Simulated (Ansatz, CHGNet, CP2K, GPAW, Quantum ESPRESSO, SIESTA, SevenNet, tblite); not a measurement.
# What went wrong? GPAW on glassy 76SiO2-24MgO (mol %) (94 atoms)

Program: GPAW 26.7.0, a calculation on a cell of 26 Si, 8 Mg and 60 O, 13.4 Å³ an atom.

Input file run.py:

```python
import numpy as np
from ase.io import read
from gpaw import GPAW, FermiDirac

atoms = read("structure.xyz")
atoms.calc = GPAW(
    mode="lcao",
    basis="dzp",
    h=0.18,
    xc="PBE96",
    kpts={"size": (1, 1, 1), "gamma": True},
    occupations=FermiDirac(0.05),
    maxiter=60,
    symmetry={"point_group": False},
    txt="gpaw.txt",
)
energy = atoms.get_potential_energy(force_consistent=True)
forces = atoms.get_forces()
print(f"energy {energy:.6f} eV")
print("forces (eV/A)")
for i, (a, f) in enumerate(zip(atoms, forces)):
    print(f"{i:4d} {a.symbol:2s} {f[0]:10.5f} {f[1]:10.5f} {f[2]:10.5f}")
print(f"Fermi level {atoms.calc.get_fermi_level():.4f} eV")
for k in range(len(atoms.calc.get_ibz_k_points())):
    for s in range(atoms.calc.get_number_of_spins()):
        e = atoms.calc.get_eigenvalues(kpt=k, spin=s)
        n = np.searchsorted(e, atoms.calc.get_fermi_level())
        print(f"k {k} spin {s} levels about the Fermi level:", np.round(e[max(n - 6, 0):n], 4).tolist(), "|", np.round(e[n:n + 6], 4).tolist())
```

Input file structure.xyz:

```xyz
94
Lattice="10.79285 0.00000 0.00000 0.00000 10.79285 0.00000 0.00000 0.00000 10.79285" Properties=species:S:1:pos:R:3 pbc="T T T"
Si 4.18104 3.43277 8.21811
Si 2.12004 4.95327 9.93978
Si 1.86727 1.24398 8.39295
Si 1.22445 10.74720 3.00915
Si 0.41326 4.95554 7.09285
Si 9.47396 1.92739 9.01052
Si 7.88666 10.51990 8.37234
Si 8.59888 2.74160 2.44555
Si 0.74384 3.73497 1.78158
Si 7.43627 3.41270 5.06023
[... 80 atom lines left out ...]
O 1.57468 10.69312 7.42332
O 0.28752 1.89263 8.60946
O 1.63048 7.29553 2.75498
O 5.87811 7.47383 7.47934
```

Command:

```console
OMP_NUM_THREADS=1 python run.py > output.txt
```

Log:

```text
ValueError: not enough values to unpack (expected 2, got 1)
NameError: Unknown functional: PBE96.
```

gpaw.txt:

```text
Input parameters:
  mode=LCAO(),
  basis={'default': 'dzp'},
  h=0.18,
  kpts=MonkhorstPack(size=(1, 1, 1), gamma=True),
  maxiter=60,
  occupations=Occupations(name='fermi-dirac', width=0.05, fixmagmom=False),
  symmetry=Symmetry(point_group=False),
  xc=XC(name='PBE96')
timing:  # [seconds]
  Total: 0.033  # ━━━━━━━━━━━━━━━━━━━━━━━━━━━━━━━━━━━━━━━━━━━━━━━━━━━━━━━━━━━
  Init:  0.011  # ━━━━━━━━━━━━━━━━━━━
```

Run time: 1.4 s. Hardware: 1 thread of Arm Neoverse V1, shared host; peak memory 0.11 GiB.

Banners, paths, timers and routine set-up lines are dropped from the logs unmarked, and long logs keep their key lines alone; longer cuts are marked.

Q: Find the fault and mend it.

An unknown functional: functional PBE96.

The program stopped at the start.

[Also dropped from logs without a mark: logging warnings of Python, and SIESTA's first energy breakdown and zero terms.]

[Logs are printed without paths, hosts, clocks, repeated set-up lines and the standing remarks that a program may print on its own settings, such as how far it seeks lower states.]

[Hosts, paths, dates, database ids (printed as entryN), source tags and the programs' standing remarks are cut or masked in the printed files.]
